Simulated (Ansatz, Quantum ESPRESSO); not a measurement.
# HfO2 (Fm-3m): third-order response, part 2 of 3

Wanted: vibrational spectra of HfO2 (Fm-3m) from linear and non-linear response.

Quantum ESPRESSO 8.0 development, patched; DFT LDA, scalar-relativistic, plane waves, PseudoDojo norm-conserving pseudopotentials.

So far. Step 5 (Linear response at Γ): The acoustic modes at Γ come out as far as 1.2 cm⁻¹ from zero, where they should vanish, a small numerical error; the Born charges miss their sum rule by 1.5e-4 e, which is good. The relaxed cell has a = 4.962 Å (conventional setting).

**6. Modes with the sum rule**

A rigid shift of the crystal must cost nothing, but grids and finite bases break this; the acoustic sum rule is imposed before the matrix is diagonalised again. With Born charges the intensities follow, and the static dielectric tensor.

Contents of dynmat.in:

```
&INPUT
  fildyn = 'g.dyn'
  asr    = 'simple'
  fileig = 'dynmat.eig'
  lperm  = .true.
/
```

Run with:

```bash
$ dynmat.x -in dynmat.in > dynmat.out
```

Output:

```text
[banner, memory and clock lines left out]
Program DYNMAT v.8.0dev

     Reading Dynamical Matrix from file g.dyn
     ...Force constants read
     ...epsilon and Z* read
     ...Raman cross sections read
     A direction for q was not specified:TO-LO splitting will be absent

     Polarizability (A^3 units)
     multiply by 0.415006 for Clausius-Mossotti correction (not under assume_isolated = 'mt')
        10.276505    0.000000   -0.000000
         0.000000   10.276505    0.000000
         0.000000    0.000000   10.276505

     IR activities are in (D/A)^2/amu units
     Raman activities are in A^4/amu units
     multiply Raman by 0.029663 for Clausius-Mossotti correction (not under assume_isolated = 'mt')

# mode   [cm-1]    [THz]      IR          Raman   depol.fact
    1     -0.00   -0.0000    0.0000         0.0000    0.4799
    2      0.00    0.0000    0.0000         0.0000    0.4459
    3      0.00    0.0000    0.0000         0.0000    0.7092
    4    258.81    7.7589   26.1524         0.0000    0.2941
    5    258.81    7.7589   26.1524         0.0000    0.6922
    6    258.81    7.7589   26.1524         0.0000    0.7432
    7    611.60   18.3354    0.0000        14.8185    0.7500
    8    611.60   18.3354    0.0000        14.8185    0.7500
    9    611.60   18.3354    0.0000        14.8185    0.7500

Electronic dielectric permittivity tensor (relative, adimensional)
         5.228813    0.000000   -0.000000
         0.000000    5.228813    0.000000
         0.000000    0.000000    5.228813

 ... with zone-center polar mode contributions
        32.498168    0.000000    0.000000
         0.000000   32.498168    0.000000
         0.000000   -0.000000   32.498168

 )
 **************************************************************************
```

Run time: 0.65 s. Hardware: 1 thread of Intel Xeon Platinum 8559C (Emerald Rapids), shared host.

This step gave:

* mean static dielectric constant: 32.50

Unit eigenvectors of the mass-weighted matrix after the sum rule; no LO-TO term. The modes at Γ (shares of kinetic energy by element, %):

| mode | frequency (cm⁻¹) | symmetry | Hf % | O % |
| --- | --- | --- | --- | --- |
| 1 | 0.0 | acoustic | 85 | 15 |
| 2 | 0.0 | acoustic | 85 | 15 |
| 3 | 0.0 | acoustic | 85 | 15 |
| 4 | 258.8 | T1u | 15 | 85 |
| 5 | 258.8 | T1u | 15 | 85 |
| 6 | 258.8 | T1u | 15 | 85 |
| 7 | 611.6 | T2g | 0 | 100 |
| 8 | 611.6 | T2g | 0 | 100 |
| 9 | 611.6 | T2g | 0 | 100 |

Displacements in mode 6 (258.8 cm⁻¹), the largest set to 1:
```
Hf1  0.04 -0.02 -0.18
O2  -0.21  0.13  1.00
O3  -0.21  0.13  1.00
```

Displacements in mode 8 (611.6 cm⁻¹), the largest set to 1:
```
Hf1  0.00  0.00  0.00
O2   0.00  0.00  1.00
O3   0.00  0.00 -1.00
```

Degenerate modes summed, no LO-TO term. Infrared lines, with heights relative to the strongest:

| position (cm⁻¹) | lines merged | label | IR intensity, relative |
| --- | --- | --- | --- |
| 259 | 3 | T1u | 100 |
| 612 | 3 | T2g | 0.0 |

Degenerate modes summed. Raman lines, with heights relative to the strongest:

| position (cm⁻¹) | lines merged | label | Raman activity, relative |
| --- | --- | --- | --- |
| 259 | 3 | T1u | 0.0 |
| 612 | 3 | T2g | 100 |

Static dielectric tensor (ions relaxed, fixed cell):

```
32.50  0.00  0.00
 0.00 32.50  0.00
 0.00  0.00 32.50
```

The rule moves no optical mode by more than 0.1 cm⁻¹.

**7. Sum rules set otherwise: a sum rule for molecules or wires on a crystal**

This rule also removes rotations, which suits molecules and not a crystal; it is tried to see the harm.

Contents of dynmat.in:

```
&INPUT
  fildyn = 'g.dyn'
  asr    = 'zero-dim'
  fileig = 'dynmat.eig'
  lperm  = .true.
/
```

Run with:

```bash
$ dynmat.x -in dynmat.in > dynmat.out
```

Output:

```text
[banner, memory and clock lines left out]
Program DYNMAT v.8.0dev

     Reading Dynamical Matrix from file g.dyn
     ...Force constants read
     ...epsilon and Z* read
     ...Raman cross sections read
     Warning: this looks like a crystal, not a molecule in a box: use asr = 'crystal'
     Acoustic Sum Rule: || Z*(ASR) - Z*(orig)|| =    1.471641E-04
     Acoustic Sum Rule: ||dyn(ASR) - dyn(orig)||=    5.042993E-01
     Message from routine dynmat:
     WARNING: the charges keep any dipole. Ignore the strengths of the modes set to zero; with q typed a rigid rotation may get a frequency
     A direction for q was not specified:TO-LO splitting will be absent

     Polarizability (A^3 units)
     multiply by 0.415006 for Clausius-Mossotti correction (not under assume_isolated = 'mt')
        10.276505    0.000000   -0.000000
         0.000000   10.276505    0.000000
         0.000000    0.000000   10.276505

     IR activities are in (D/A)^2/amu units
     Raman activities are in A^4/amu units
     multiply Raman by 0.029663 for Clausius-Mossotti correction (not under assume_isolated = 'mt')

# mode   [cm-1]    [THz]      IR          Raman   depol.fact
    1     -0.00   -0.0000   17.1020         2.8569    0.7500
    2     -0.00   -0.0000   19.4753         3.2533    0.7500
    3     -0.00   -0.0000    1.1642         0.1945    0.7500
    4     -0.00   -0.0000    1.4157         0.2365    0.7500
    5      0.00    0.0000    1.2383         0.2069    0.7500
    6    258.81    7.7589   26.1524         0.0000    0.7013
    7    460.64   13.8096    5.9547        11.4445    0.7500
    8    460.64   13.8096    5.9547        11.4445    0.7500
    9    611.61   18.3357    0.0000        14.8185    0.7500

Electronic dielectric permittivity tensor (relative, adimensional)
         5.228813    0.000000   -0.000000
         0.000000    5.228813    0.000000
         0.000000    0.000000    5.228813

 ... with zone-center polar mode contributions
        15.625123   -8.436334   -8.436334
        -8.436334   15.625123    8.436334
        -8.436334    8.436334   15.625123
```

Run time: 0.64 s. Hardware: 1 thread.

The program raised no error, yet the settings are not those of a careful run.

The fault: a sum rule for molecules or wires on a crystal; 2 optical modes are projected out to zero frequency, as if they were rotations, and the static dielectric tensor is spoilt.

For a crystal the rule has to be 'simple' or 'crystal'.

Zone-centre frequencies as printed; negative means imaginary. Modes:

| mode | frequency (cm⁻¹) |
| --- | --- |
| 1 | 0 |
| 2 | 0 |
| 3 | 0 |
| 4 | 0 |
| 5 | 0 |
| 6 | 258.8 |
| 7 | 460.6 |
| 8 | 460.6 |
| 9 | 611.6 |

**8. Modes along a direction of q (1 0 0)**

A longitudinal polar mode sets up a macroscopic field that stiffens it; the term hangs on the direction from which q goes to zero.

Contents of dynmat.in:

```
&INPUT
  fildyn = 'g.dyn'
  asr    = 'simple'
  fileig = 'dynmat.eig'
  q(1)   = 1.0
  q(2)   = 0.0
  q(3)   = 0.0
/
```

Run with:

```bash
$ dynmat.x -in dynmat.in > dynmat.out
```

Output:

```text
[banner, memory and clock lines left out]
Program DYNMAT v.8.0dev

     Reading Dynamical Matrix from file g.dyn
     ...Force constants read
     ...epsilon and Z* read
     ...Raman cross sections read

     Polarizability (A^3 units)
     multiply by 0.415006 for Clausius-Mossotti correction (not under assume_isolated = 'mt')
        10.276505    0.000000   -0.000000
         0.000000   10.276505    0.000000
         0.000000    0.000000   10.276505

     IR activities are in (D/A)^2/amu units
     Raman activities are in A^4/amu units
     multiply Raman by 0.029663 for Clausius-Mossotti correction (not under assume_isolated = 'mt')

# mode   [cm-1]    [THz]      IR          Raman   depol.fact
    1     -0.00   -0.0000    0.0000         0.0000    0.5222
    2      0.00    0.0000    0.0000         0.0000    0.4023
    3      0.00    0.0000    0.0000         0.0000    0.7479
    4    258.81    7.7589   26.1524         0.0000    0.4038
    5    258.81    7.7589   26.1524         0.0000    0.5558
    6    611.60   18.3354    0.0000        14.8185    0.7500
    7    611.60   18.3354    0.0000        14.8185    0.7500
    8    611.60   18.3354    0.0000        14.8185    0.7500
    9    645.22   19.3431   26.1524         0.0000    0.7466

[end of the log left out, with the tail of the file of modes that dynmat.x writes under the same name]
```

The job ended after 0.59 s (1 thread).

Read from the output:

```
highest mode moved by the LO-TO term : 645.2 cm⁻¹
```

Zone-centre frequencies as printed; negative means imaginary. Modes:

| mode | frequency (cm⁻¹) |
| --- | --- |
| 1 | 0 |
| 2 | 0 |
| 3 | 0 |
| 4 | 258.8 |
| 5 | 258.8 |
| 6 | 611.6 |
| 7 | 611.6 |
| 8 | 611.6 |
| 9 | 645.2 |

The field moves one mode, from 259 to 645 cm⁻¹; the others stay.

(Continued in part 3 of 3.)

[Host names and launcher messages were left out of these logs when they were recorded.]

[Logs are printed without paths, hosts, clocks, repeated set-up lines and the standing remarks that a program may print on its own settings, such as how far it seeks lower states.]

[Hosts, paths, dates, database ids (printed as entryN), source tags and the programs' standing remarks are cut or masked in the printed files.]
